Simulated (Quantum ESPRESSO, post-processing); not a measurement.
# Pt(100), 5 layers: k-mesh convergence, part 2 of 2

Which setting serves for Pt(100), 5 layers? The runs below step through one kind of setting.

Quantum ESPRESSO 7.5; plane-wave DFT, PBE, GBRV ultrasoft pseudopotentials.

So far. Step 2 (Ground state: 23×23×1 points): Inside the slab this potential holds the local part of the pseudopotentials, which can be repulsive at the nuclei; only its value in the vacuum has a meaning of its own. Step 3 (SCF with pw.x: 17×17×1 points): Counted from each run's own zero (the Fermi level), the vacuum level differs from the first run's by +1 meV.

## (4) Ground state: 12×12×1 points

Contents of c2.in:

```
&control
  prefix = 'c2'
  outdir = './out'
  pseudo_dir = './pseudo'
  calculation = 'scf'
  tprnfor = .true.
/
&system
  ibrav = 0
  nat = 5
  ntyp = 1
  ecutwfc = 40
  ecutrho = 200
  occupations = 'smearing'
  smearing = 'mv'
  degauss = 0.02
  assume_isolated = 'esm'
  esm_bc = 'bc1'
/
&electrons
  conv_thr = 1e-07
  mixing_beta = 0.4
  electron_maxstep = 120
  mixing_mode = 'local-TF'
/
ATOMIC_SPECIES
  Pt  195.0840  pt_pbe_v1.4.uspp.F.UPF
CELL_PARAMETERS angstrom
  2.77185858225127 0.00000000000000 0.00000000000000
  0.00000000000000 2.77185858225127 0.00000000000000
  0.00000000000000 0.00000000000000 23.84000000000000
ATOMIC_POSITIONS crystal
  Pt  0.000000000000 0.000000000000 -0.164429530201
  Pt  0.500000000000 0.500000000000 -0.082214765101
  Pt  0.000000000000 0.000000000000 0.000000000000
  Pt  0.500000000000 0.500000000000 0.082214765101
  Pt  0.000000000000 0.000000000000 0.164429530201
K_POINTS automatic
  12 12 1 0 0 0
```

On the command line:

```
> OMP_NUM_THREADS=1 mpirun -n 4 pw.x -nk 4 -in c2.in > c2.out
```

Output:

```text
[banner, memory and clock lines left out]
Program PWSCF v.7.5 starts
[...]
Message from routine setup:
[...]
number of electrons       =        80.00
     number of Kohn-Sham states=           48
     kinetic-energy cutoff     =      40.0000  Ry
     charge density cutoff     =     200.0000  Ry
[...]
number of k points=    28  Marzari-Vanderbilt smearing, width (Ry)=  0.0200
[...]
Dense  grid:    59119 G-vectors     FFT dimensions: (  24,  24, 216)
[...]
negative rho (up, down):  9.662E-01 0.000E+00
     Starting wfcs are   60 randomized atomic wfcs
[...]
negative rho (up, down):  9.321E-01 0.000E+00
[...]
estimated scf accuracy    <       8.23688993 Ry
[...]
negative rho (up, down):  9.182E-01 0.000E+00
[...]
estimated scf accuracy    <       2.41821969 Ry
[...]
negative rho (up, down):  9.289E-01 0.000E+00
[...]
estimated scf accuracy    <       0.33902328 Ry
[...]
negative rho (up, down):  9.437E-01 0.000E+00
[...]
estimated scf accuracy    <       0.05092419 Ry
[...]
negative rho (up, down):  9.654E-01 0.000E+00
[...]
estimated scf accuracy    <       0.01693789 Ry
[...]
negative rho (up, down):  9.624E-01 0.000E+00
[...]
estimated scf accuracy    <       0.02979529 Ry
[...]
negative rho (up, down):  9.659E-01 0.000E+00
[...]
estimated scf accuracy    <       0.00779489 Ry
[...]
negative rho (up, down):  9.257E-01 0.000E+00
[...]
estimated scf accuracy    <       0.00812865 Ry
[...]
negative rho (up, down):  9.168E-01 0.000E+00
[...]
estimated scf accuracy    <       0.00954576 Ry
[...]
negative rho (up, down):  9.114E-01 0.000E+00
[...]
estimated scf accuracy    <       0.00489942 Ry
[...]
negative rho (up, down):  9.017E-01 0.000E+00
[...]
estimated scf accuracy    <       0.00276905 Ry
[...]
negative rho (up, down):  9.024E-01 0.000E+00
[...]
estimated scf accuracy    <       0.00020852 Ry
[...]
negative rho (up, down):  9.022E-01 0.000E+00
[...]
estimated scf accuracy    <       0.00043812 Ry
[...]
negative rho (up, down):  9.005E-01 0.000E+00
[...]
estimated scf accuracy    <       0.00029927 Ry
[...]
negative rho (up, down):  9.005E-01 0.000E+00
[...]
estimated scf accuracy    <       0.00002889 Ry
[...]
negative rho (up, down):  9.006E-01 0.000E+00
[...]
estimated scf accuracy    <       0.00000298 Ry
[...]
negative rho (up, down):  9.003E-01 0.000E+00
[...]
estimated scf accuracy    <       0.00000866 Ry
[...]
negative rho (up, down):  9.003E-01 0.000E+00
[...]
estimated scf accuracy    <       0.00000026 Ry
[...]
negative rho (up, down):  9.004E-01 0.000E+00
[...]
estimated scf accuracy    <       0.00000156 Ry
[...]
negative rho (up, down):  9.004E-01 0.000E+00
[...]
the Fermi energy is    -5.6917 ev
!    total energy              =   -1053.34333404 Ry
     estimated scf accuracy    <       0.00000001 Ry
     smearing contrib. (-TS)   =       0.00001564 Ry
     internal energy E=F+TS    =   -1053.34334968 Ry
[...]
one-electron contribution =   17790.32302165 Ry
     hartree contribution      =   -8904.56673155 Ry
     xc contribution           =    -284.38400672 Ry
     ewald contribution        =   -9654.71563306 Ry
     convergence has been achieved in  20 iterations
     negative rho (up, down):  9.004E-01 0.000E+00
[...]
Total force =     0.014423     Total SCF correction =     0.000575
[...]
```

Run time: 91 s. Hardware: 4 MPI ranks of Arm Neoverse V2, shared host; peak memory 0.51 GiB.

This step gave:

* free energy: -14331.4662 eV
* Fermi energy: -5.692 eV
* vacuum line at the lower end of the cell, over the Fermi level: 5.692 eV
* vacuum line at the upper end of the cell, over the Fermi level: 5.692 eV

The program's own clock; routines nest. Time by routine:

```tsv
routine	wall time (s)	calls
PWSCF	90.44	1
electrons	88.54	1
c_bands	74.92	20
cegterg	64.05	140
h_psi	39.1	1323
fftw	31.63	52852
vloc_psi	30.85	1323
sum_band	7.01	20
calbec	5.18	1491
mix_rho	4.61	20
add_vuspsi	3.93	1323
h_psi:calbec	3.92	1323
s_psi	3.88	1323
ffts	2.73	2258
```

Counted from each run's own zero (the Fermi level), the vacuum level differs from the first run's by +3 meV.

## (5) Ground state: 9×9×1 points

c3.in, as its differences from the input of step 4:

```diff
@@ -1,3 +1,3 @@
 &control
-  prefix = 'c2'
+  prefix = 'c3'
   outdir = './out'
@@ -38,2 +38,2 @@
 K_POINTS automatic
-  12 12 1 0 0 0
+  9 9 1 0 0 0
```

On the command line:

```
> OMP_NUM_THREADS=1 mpirun -n 4 pw.x -nk 4 -in c3.in > c3.out
```

Output:

```text
[banner, memory and clock lines left out]
Program PWSCF v.7.5 starts
[...]
Message from routine setup:
[...]
number of electrons       =        80.00
     number of Kohn-Sham states=           48
     kinetic-energy cutoff     =      40.0000  Ry
     charge density cutoff     =     200.0000  Ry
[...]
number of k points=    15  Marzari-Vanderbilt smearing, width (Ry)=  0.0200
[...]
Dense  grid:    59119 G-vectors     FFT dimensions: (  24,  24, 216)
[...]
negative rho (up, down):  9.662E-01 0.000E+00
     Starting wfcs are   60 randomized atomic wfcs
[...]
negative rho (up, down):  9.322E-01 0.000E+00
[...]
estimated scf accuracy    <       8.05670153 Ry
[...]
negative rho (up, down):  9.172E-01 0.000E+00
[...]
estimated scf accuracy    <       2.53442276 Ry
[...]
negative rho (up, down):  9.324E-01 0.000E+00
[...]
estimated scf accuracy    <       0.26502813 Ry
[...]
negative rho (up, down):  9.445E-01 0.000E+00
[...]
estimated scf accuracy    <       0.05361492 Ry
[...]
negative rho (up, down):  9.597E-01 0.000E+00
[...]
estimated scf accuracy    <       0.02204481 Ry
[...]
negative rho (up, down):  9.590E-01 0.000E+00
[...]
estimated scf accuracy    <       0.02722862 Ry
[...]
negative rho (up, down):  9.575E-01 0.000E+00
[...]
estimated scf accuracy    <       0.01549308 Ry
[...]
negative rho (up, down):  9.498E-01 0.000E+00
[...]
estimated scf accuracy    <       0.01444058 Ry
[...]
negative rho (up, down):  9.176E-01 0.000E+00
[...]
estimated scf accuracy    <       0.01514069 Ry
[...]
negative rho (up, down):  9.148E-01 0.000E+00
[...]
estimated scf accuracy    <       0.02197441 Ry
[...]
negative rho (up, down):  9.089E-01 0.000E+00
[...]
estimated scf accuracy    <       0.01386935 Ry
[...]
negative rho (up, down):  9.013E-01 0.000E+00
[...]
estimated scf accuracy    <       0.00563892 Ry
[...]
negative rho (up, down):  9.014E-01 0.000E+00
[...]
estimated scf accuracy    <       0.00037908 Ry
[...]
negative rho (up, down):  9.015E-01 0.000E+00
[...]
estimated scf accuracy    <       0.00011871 Ry
[...]
negative rho (up, down):  9.007E-01 0.000E+00
[...]
estimated scf accuracy    <       0.00041519 Ry
[...]
negative rho (up, down):  9.005E-01 0.000E+00
[...]
estimated scf accuracy    <       0.00000398 Ry
[...]
negative rho (up, down):  9.005E-01 0.000E+00
[...]
estimated scf accuracy    <       0.00009695 Ry
[...]
negative rho (up, down):  9.004E-01 0.000E+00
[...]
estimated scf accuracy    <       0.00001239 Ry
[...]
negative rho (up, down):  9.003E-01 0.000E+00
[...]
estimated scf accuracy    <       0.00000013 Ry
[...]
negative rho (up, down):  9.003E-01 0.000E+00
[...]
estimated scf accuracy    <       0.00000011 Ry
[...]
negative rho (up, down):  9.003E-01 0.000E+00
[...]
estimated scf accuracy    <       0.00000014 Ry
[...]
negative rho (up, down):  9.003E-01 0.000E+00
[...]
the Fermi energy is    -5.7168 ev
!    total energy              =   -1053.34497116 Ry
     estimated scf accuracy    <       0.00000003 Ry
     smearing contrib. (-TS)   =      -0.00024464 Ry
     internal energy E=F+TS    =   -1053.34472652 Ry
[...]
one-electron contribution =   17790.42361407 Ry
     hartree contribution      =   -8904.67258573 Ry
     xc contribution           =    -284.38012180 Ry
     ewald contribution        =   -9654.71563306 Ry
     convergence has been achieved in  22 iterations
     negative rho (up, down):  9.003E-01 0.000E+00
[...]
Total force =     0.015106     Total SCF correction =     0.000185
[...]
```

The job ended after 62 s (4 MPI ranks; peak memory 0.45 GiB).

This step gave:

| Item | Value |
| --- | --- |
| free energy | -14331.4884 eV |
| Fermi energy | -5.717 eV |
| vacuum line at the lower end of the cell, over the Fermi level | 5.717 eV |
| vacuum line at the upper end of the cell, over the Fermi level | 5.717 eV |

The program's own clock; routines nest. Time by routine:

```tsv
routine	wall time (s)	calls
PWSCF	61.09	1
electrons	59.75	1
c_bands	47.45	22
cegterg	41.82	88
h_psi	25.59	808
fftw	20.69	33984
vloc_psi	20.28	808
mix_rho	5.16	22
sum_band	4.9	22
calbec	3.32	912
ffts	3.04	2492
h_psi:calbec	2.54	808
add_vuspsi	2.54	808
s_psi	2.51	808
```

Counted from each run's own zero (the Fermi level), the vacuum level differs from the first run's by +28 meV.

## (6) Self-consistent run: 6×6×1 points

c4.in, as its differences from the input of step 5:

```diff
@@ -1,3 +1,3 @@
 &control
-  prefix = 'c3'
+  prefix = 'c4'
   outdir = './out'
@@ -38,2 +38,2 @@
 K_POINTS automatic
-  9 9 1 0 0 0
+  6 6 1 0 0 0
```

On the command line:

```
> OMP_NUM_THREADS=1 mpirun -n 4 pw.x -nk 2 -in c4.in > c4.out
```

Output:

```text
[banner, memory and clock lines left out]
Program PWSCF v.7.5 starts
[...]
Message from routine setup:
[...]
number of electrons       =        80.00
     number of Kohn-Sham states=           48
     kinetic-energy cutoff     =      40.0000  Ry
     charge density cutoff     =     200.0000  Ry
[...]
number of k points=    10  Marzari-Vanderbilt smearing, width (Ry)=  0.0200
[...]
Dense  grid:    59119 G-vectors     FFT dimensions: (  24,  24, 216)
[...]
negative rho (up, down):  9.662E-01 0.000E+00
     Starting wfcs are   60 randomized atomic wfcs
[...]
negative rho (up, down):  9.310E-01 0.000E+00
[...]
estimated scf accuracy    <       7.97388764 Ry
[...]
negative rho (up, down):  9.147E-01 0.000E+00
[...]
estimated scf accuracy    <       2.62973314 Ry
[...]
negative rho (up, down):  9.303E-01 0.000E+00
[...]
estimated scf accuracy    <       0.21277289 Ry
[...]
negative rho (up, down):  9.419E-01 0.000E+00
[...]
estimated scf accuracy    <       0.04012976 Ry
[...]
negative rho (up, down):  9.550E-01 0.000E+00
[...]
estimated scf accuracy    <       0.02104485 Ry
[...]
negative rho (up, down):  9.576E-01 0.000E+00
[...]
estimated scf accuracy    <       0.01585051 Ry
[...]
negative rho (up, down):  9.556E-01 0.000E+00
[...]
estimated scf accuracy    <       0.00835024 Ry
[...]
negative rho (up, down):  9.535E-01 0.000E+00
[...]
estimated scf accuracy    <       0.00964685 Ry
[...]
negative rho (up, down):  9.359E-01 0.000E+00
[...]
estimated scf accuracy    <       0.00923425 Ry
[...]
negative rho (up, down):  9.139E-01 0.000E+00
[...]
estimated scf accuracy    <       0.02803540 Ry
[...]
negative rho (up, down):  9.086E-01 0.000E+00
[...]
estimated scf accuracy    <       0.02853226 Ry
[...]
negative rho (up, down):  9.017E-01 0.000E+00
[...]
estimated scf accuracy    <       0.01740185 Ry
[...]
negative rho (up, down):  8.991E-01 0.000E+00
[...]
estimated scf accuracy    <       0.00042280 Ry
[...]
negative rho (up, down):  8.981E-01 0.000E+00
[...]
estimated scf accuracy    <       0.00550613 Ry
[...]
negative rho (up, down):  9.006E-01 0.000E+00
[...]
estimated scf accuracy    <       0.00043394 Ry
[...]
negative rho (up, down):  8.999E-01 0.000E+00
[...]
estimated scf accuracy    <       0.00012074 Ry
[...]
negative rho (up, down):  9.000E-01 0.000E+00
[...]
estimated scf accuracy    <       0.00007922 Ry
[...]
negative rho (up, down):  9.000E-01 0.000E+00
[...]
estimated scf accuracy    <       0.00003092 Ry
[...]
negative rho (up, down):  8.998E-01 0.000E+00
[...]
estimated scf accuracy    <       0.00000841 Ry
[...]
negative rho (up, down):  8.999E-01 0.000E+00
[...]
estimated scf accuracy    <       0.00000157 Ry
[...]
negative rho (up, down):  9.000E-01 0.000E+00
[...]
estimated scf accuracy    <       0.00000077 Ry
[...]
negative rho (up, down):  9.000E-01 0.000E+00
[...]
estimated scf accuracy    <       0.00000071 Ry
[...]
negative rho (up, down):  9.000E-01 0.000E+00
[...]
estimated scf accuracy    <       0.00000013 Ry
[...]
negative rho (up, down):  9.000E-01 0.000E+00
[...]
the Fermi energy is    -5.6567 ev
!    total energy              =   -1053.34725786 Ry
     estimated scf accuracy    <       0.00000002 Ry
     smearing contrib. (-TS)   =      -0.00180380 Ry
     internal energy E=F+TS    =   -1053.34545405 Ry
[...]
one-electron contribution =   17790.00342772 Ry
     hartree contribution      =   -8904.25931776 Ry
     xc contribution           =    -284.37393095 Ry
     ewald contribution        =   -9654.71563306 Ry
     convergence has been achieved in  24 iterations
     negative rho (up, down):  9.000E-01 0.000E+00
[...]
Total force =     0.015987     Total SCF correction =     0.001748
[...]
```

The job ended after 41 s (4 MPI ranks; peak memory 0.44 GiB; 2.8 min of CPU time).

Numbers from this step:

```
free energy                                                    : -14331.5195 eV
Fermi energy                                                   : -5.657 eV
vacuum line at the lower end of the cell, over the Fermi level : 5.657 eV
vacuum line at the upper end of the cell, over the Fermi level : 5.657 eV
```

The program's own clock; routines nest. Time by routine:

```tsv
routine	wall time (s)	calls
PWSCF	40.8	1
electrons	39.89	1
c_bands	31.54	24
cegterg	29.72	120
h_psi	18.45	1020
fftw	15.83	43052
vloc_psi	15.02	1020
sum_band	4.14	24
mix_rho	2.53	24
calbec	2.22	1160
cdiaghg	2.02	1015
h_psi:calbec	1.67	1020
add_vuspsi	1.59	1020
s_psi	1.57	1020
```

Counted from each run's own zero (the Fermi level), the vacuum level differs from the first run's by -32 meV.

## (7) Ground state: 4×4×1 points

c5.in, as its differences from the input of step 6:

```diff
@@ -1,3 +1,3 @@
 &control
-  prefix = 'c4'
+  prefix = 'c5'
   outdir = './out'
@@ -38,2 +38,2 @@
 K_POINTS automatic
-  6 6 1 0 0 0
+  4 4 1 0 0 0
```

On the command line:

```
> OMP_NUM_THREADS=1 mpirun -n 4 pw.x -nk 1 -in c5.in > c5.out
```

Output:

```text
[banner, memory and clock lines left out]
Program PWSCF v.7.5 starts
[...]
Message from routine setup:
[...]
number of electrons       =        80.00
     number of Kohn-Sham states=           48
     kinetic-energy cutoff     =      40.0000  Ry
     charge density cutoff     =     200.0000  Ry
[...]
number of k points=     6  Marzari-Vanderbilt smearing, width (Ry)=  0.0200
[...]
Dense  grid:    59119 G-vectors     FFT dimensions: (  24,  24, 216)
[...]
negative rho (up, down):  9.662E-01 0.000E+00
     Starting wfcs are   60 randomized atomic wfcs
[...]
negative rho (up, down):  9.334E-01 0.000E+00
[...]
estimated scf accuracy    <       8.19610224 Ry
[...]
negative rho (up, down):  9.182E-01 0.000E+00
[...]
estimated scf accuracy    <       2.65771545 Ry
[...]
negative rho (up, down):  9.328E-01 0.000E+00
[...]
estimated scf accuracy    <       0.22947826 Ry
[...]
negative rho (up, down):  9.418E-01 0.000E+00
[...]
estimated scf accuracy    <       0.04843774 Ry
[...]
negative rho (up, down):  9.519E-01 0.000E+00
[...]
estimated scf accuracy    <       0.03070562 Ry
[...]
negative rho (up, down):  9.617E-01 0.000E+00
[...]
estimated scf accuracy    <       0.01226147 Ry
[...]
negative rho (up, down):  9.567E-01 0.000E+00
[...]
estimated scf accuracy    <       0.00926139 Ry
[...]
negative rho (up, down):  9.306E-01 0.000E+00
[...]
estimated scf accuracy    <       0.00674335 Ry
[...]
negative rho (up, down):  9.135E-01 0.000E+00
[...]
estimated scf accuracy    <       0.00545107 Ry
[...]
negative rho (up, down):  9.082E-01 0.000E+00
[...]
estimated scf accuracy    <       0.00418103 Ry
[...]
negative rho (up, down):  9.009E-01 0.000E+00
[...]
estimated scf accuracy    <       0.00066115 Ry
[...]
negative rho (up, down):  9.017E-01 0.000E+00
[...]
estimated scf accuracy    <       0.00037733 Ry
[...]
negative rho (up, down):  9.009E-01 0.000E+00
[...]
estimated scf accuracy    <       0.00011723 Ry
[...]
negative rho (up, down):  8.998E-01 0.000E+00
[...]
estimated scf accuracy    <       0.00001538 Ry
[...]
negative rho (up, down):  8.996E-01 0.000E+00
[...]
estimated scf accuracy    <       0.00000345 Ry
[...]
negative rho (up, down):  8.993E-01 0.000E+00
[...]
estimated scf accuracy    <       0.00000195 Ry
[...]
negative rho (up, down):  8.993E-01 0.000E+00
[...]
estimated scf accuracy    <       0.00000023 Ry
[...]
negative rho (up, down):  8.994E-01 0.000E+00
[...]
the Fermi energy is    -5.5106 ev
!    total energy              =   -1053.38014180 Ry
     estimated scf accuracy    <       0.00000003 Ry
     smearing contrib. (-TS)   =      -0.00318971 Ry
     internal energy E=F+TS    =   -1053.37695209 Ry
[...]
one-electron contribution =   17789.89602680 Ry
     hartree contribution      =   -8904.13821192 Ry
     xc contribution           =    -284.41913390 Ry
     ewald contribution        =   -9654.71563306 Ry
     convergence has been achieved in  18 iterations
     negative rho (up, down):  8.994E-01 0.000E+00
[...]
Total force =     0.031934     Total SCF correction =     0.001470
[...]
```

It took 19 s on 4 MPI ranks; peak memory 0.26 GiB; 77 s of CPU time.

Read from the output:

| Property | Result |
| --- | --- |
| free energy | -14331.9670 eV |
| Fermi energy | -5.511 eV |
| vacuum line at the lower end of the cell, over the Fermi level | 5.511 eV |
| vacuum line at the upper end of the cell, over the Fermi level | 5.511 eV |

The program's own clock; routines nest. Time by routine:

```tsv
routine	wall time (s)	calls
PWSCF	18.89	1
electrons	18.22	1
c_bands	14.11	18
cegterg	13.87	108
h_psi	7.99	1010
fftw	6.91	37440
vloc_psi	6.51	1010
sum_band	2.19	18
cdiaghg	2.03	1004
calbec	1.01	1142
mix_rho	0.93	18
newd	0.84	19
h_psi:calbec	0.75	1010
add_vuspsi	0.7	1010
```

Counted from each run's own zero (the Fermi level), the vacuum level differs from the first run's by -178 meV.

## (8) The series side by side

All levels:

```tsv
level	vacuum level over the Fermi level (eV)	its change from the first (meV)	energy from the first (meV an atom)	SCF iterations	wall time (s)	peak memory (GiB)	CPU time (s)
23×23×1 points	5.689	0	0	20	227.9	0.7	911.1
17×17×1 points	5.69	1.1	0.04196	20	137.3	0.65	548.7
12×12×1 points	5.692	2.7	-2.681	20	90.98	0.51	363.6
9×9×1 points	5.717	27.8	-7.136	22	61.63	0.45	246.2
6×6×1 points	5.657	-32.3	-13.36	24	41.35	0.44	165
4×4×1 points	5.511	-178.4	-102.8	18	19.43	0.26	77.36
```

## (9) Outcome

```
vacuum level over the Fermi level, 23×23×1 points                                                                  : 5.689 eV
cheapest step of the main series that, with all steps before it, keeps the vacuum level within 20 meV of the first : 12×12×1 points: +3 meV, 6.1 min of CPU time against 15 min
setting with the largest shift of the level                                                                        : 4×4×1 points: -178 meV
```

In words: The cheapest step of the main series that, with all steps before it, keeps the vacuum level within 20 meV of the first is 12×12×1 points: +3 meV, 6.1 min of CPU time against 15 min. Over the series the energy moves by up to 103 meV an atom and the vacuum level by up to 178 meV. The error of the level grows in size as the mesh thins, and changes sign on the way. The times come from a shared host and are rough. Peak memory is sampled during the run and can miss the peak. The geometry is as built, not relaxed.

[Logs are printed without paths, hosts, clocks, repeated set-up lines and the standing remarks that a program may print on its own settings, such as how far it seeks lower states.]

[Hosts, paths, dates, database ids (printed as entryN), source tags and the programs' standing remarks are cut or masked in the printed files.]

[Maps of the electrostatic potential energy from Ansatz leave out the sawtooth potential of an applied field or a dipole correction, so their vacuum need not be flat; planar profiles and work functions include it.]
